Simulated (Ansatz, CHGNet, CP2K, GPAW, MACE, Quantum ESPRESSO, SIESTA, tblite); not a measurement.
**Nb(100)/C(110) interface (80 atoms): other programs against plane waves**

One geometry of Nb(100)/C(110) interface (80 atoms) is solved by several programs and methods. How far do their forces lie from a plane-wave PBE run?

Results are calculated, not measured.

### Step 1. The structure

The cell holds 80 atoms (20 Nb and 60 C), with edges of 7.13, 7.57 and 24.46 Å. Recipe: bcc Nb(100), 4 repeat layers, 5 surface cells, strained -3.32 and +2.54 %; diamond-structure C(110), 5 layers, 6 cells, -0.00 and -0.00 %; outer planes 2.45 Å apart, 12 Å of vacuum above; not relaxed, displaced by a Gaussian of 0.02 Å. Then every atom was moved at random, 0.02 Å r.m.s. a Cartesian component.

### Step 2. The reference input

Quantum ESPRESSO 7.5: Kohn-Sham DFT, PBE, SSSP efficiency 1.3.0 pseudopotentials, plane waves. Its input, pw.in:

```
&control
  calculation = 'scf'
  pseudo_dir = './pseudo'
  outdir = './tmp'
  disk_io = 'none'
  tprnfor = .true.
/
&system
  ibrav = 0
  nat = 80
  ntyp = 2
  ecutwfc = 45
  ecutrho = 360
  nosym = .true.
  occupations = 'smearing'
  smearing = 'fd'
  degauss = 0.003675
/
&electrons
  conv_thr = 4.0e-07
  electron_maxstep = 100
  mixing_beta = 0.2
  mixing_mode = 'local-TF'
  diagonalization = 'david'
/
ATOMIC_SPECIES
Nb 92.906 Nb.upf
C 12.011 C.upf
CELL_PARAMETERS angstrom
7.13400 0.00000 0.00000
0.00000 7.56670 0.00000
0.00000 0.00000 24.45984
ATOMIC_POSITIONS crystal
Nb 0.59519 0.79450 0.24563
Nb 0.90035 0.69875 0.31384
Nb 0.59631 0.79944 0.37907
Nb 0.49538 0.49888 0.44656
[... 74 atom lines left out ...]
C 0.37529 0.91300 0.75234
C 0.00572 0.74088 0.75417
K_POINTS gamma
```

```console
$ OMP_NUM_THREADS=1 mpirun -np 4 pw.x -in pw.in > output.txt
```

It took 5.5 min on 4 MPI ranks of Arm Neoverse V1, shared host; peak memory 2.7 GiB; 22 min of CPU time.

It converged with an r.m.s. force component of 1.8 eV/Å.

### Step 3. What was run beside it

- CHGNet: machine-learned potential, published weights.
- CP2K 2026.2: Gaussian basis with GTH pseudopotentials and a plane-wave density; labels give functional, basis (MOLOPT sets; SR short-range, UZH the newer set with its own potentials), grid cutoff/relative cutoff and solver (OT: orbital transformation; TRS4, TC2, SIGN: linear-scaling purification with its sparsity filter), or its built-in tight binding.
- MACE: machine-learned potential, published weights.
- SIESTA 5.4.2: numerical atomic orbitals, whose automatically made sets are far from complete, with PseudoDojo norm-conserving potentials that we converted to its format (checked against plane waves on the same files for H, C, O, Si, Ge and Ca alone); labels give functional, basis size, energy shift and mesh cutoff.
- tblite 0.8.0: extended tight binding, driven from Python.

All use the same cell and atoms, and the electronic-structure runs the same k-mesh.

### Step 4. Side by side

Differences are against the reference: forces as r.m.s. over components, share as that over the reference's r.m.s. force, slope as the fitted ratio of a run's forces to the reference's.

| run | Δ force, r.m.s. (meV/Å) | share (%) | slope | cores | CPU time | memory (GiB) |
| --- | --- | --- | --- | --- | --- | --- |
| reference | - | - | - | 4 | 22 min | 2.7 |
| CHGNet 0.3.0 potential | 631 | 34.3 | 0.919 | 1 | 7.3 s | 3.2 |
| CHGNet r2SCAN potential | 695 | 37.8 | 0.803 | 1 | 6.3 s | 3.2 |
| CP2K PBE, DZVP-MOLOPT-SR, 300/50 Ry, diagonalisation (coarse) | 61.9 | 3.37 | 1.026 | 2 | 21 min | 1.8 |
| CP2K PBE, DZVP-MOLOPT-SR, 600/50 Ry, diagonalisation | 59.9 | 3.26 | 1.026 | 4 | 27 min | 6.1 |
| MACE MP-0b3 medium potential | 466 | 25.4 | 0.886 | 1 | 9.9 s | 1.2 |
| SIESTA PBE, DZP, shift 0.005 Ry, mesh 300 Ry | 159 | 8.65 | 1.002 | 2 | 16 min | 1.7 |
| SIESTA PBE, DZP, shift 0.01 Ry, mesh 300 Ry | 145 | 7.89 | 1.005 | 2 | 11 min | 1.5 |
| tblite GFN1-xTB | 482 | 26.2 | 0.944 | 1 | 4.3 s | 0.12 |

Rows marked coarse were listed beforehand as settings not expected to be converged; some can still land near the reference.

Times of the machine-learned potentials are mostly Python's start and the loading of weights.

Runs without a result: GPAW PBE, LCAO dzp, h 0.2 Å (cut off at its time limit); GPAW PBE, LCAO szp(dzp), h 0.2 Å (cut off at its time limit).

CPU time is summed over cores on shared hosts, so it is rough.

### Step 5. Findings

Forces lie from 3.3 % (CP2K PBE, DZVP-MOLOPT-SR, 600/50 Ry, diagonalisation) to 38 % (CHGNet r2SCAN potential) of the reference's r.m.s. force of 1.8 eV/Å away from it. The PBE runs in local orbitals, coarse settings apart, differ by 3.3 % (CP2K PBE, DZVP-MOLOPT-SR, 600/50 Ry, diagonalisation) to 8.7 % (SIESTA PBE, DZP, shift 0.005 Ry, mesh 300 Ry); basis, grid and potentials can all enter. Tight binding differs by 26 % (tblite GFN1-xTB); it is another model, with fitted parameters of its own, and the xTB methods hold dispersion. Machine-learned potentials differ by 25 % (MACE MP-0b3 medium potential) to 38 % (CHGNet r2SCAN potential); they were trained on other programs' data, some at another functional.

Runs with settings chosen to be coarse differ by 3.4 % (CP2K PBE, DZVP-MOLOPT-SR, 300/50 Ry, diagonalisation), their programs' other errors included. From CP2K PBE, DZVP-MOLOPT-SR, 300/50 Ry, diagonalisation to the finer CP2K PBE, DZVP-MOLOPT-SR, 600/50 Ry, diagonalisation the share goes from 3.37 to 3.26 %, so the grid isn't what parts these runs from the reference.

Caveats: Periodic xTB results under one method name differ between programs and library versions. Machine-learned potentials mimic data converged in k, so the reference's own k-point error enters their differences. The host structure and its lattice constant were typed by rule, without a check against the phase diagram. The electronic-structure runs sample only Γ, in a cell whose shortest periodic width is 7 Å, which is coarse for a cell with partly filled levels. The slab repeats along its normal with no dipole correction. Spin–orbit coupling is left out. The reference has no spin polarisation, so local moments can't form. Where levels are smeared, the DFT runs use Fermi–Dirac occupations at 580 K (0.05 eV), and energies are free energies. The atoms were displaced at random, and shares hang on the size of the forces that this gives. The reference's cutoffs and mesh weren't converged further here.

[Logs are printed without paths, hosts, clocks, repeated set-up lines and the standing remarks that a program may print on its own settings, such as how far it seeks lower states.]

[Hosts, paths, dates, database ids (printed as entryN), source tags and the programs' standing remarks are cut or masked in the printed files.]

[Cells were taken only where this reference lay near another plane-wave run.]
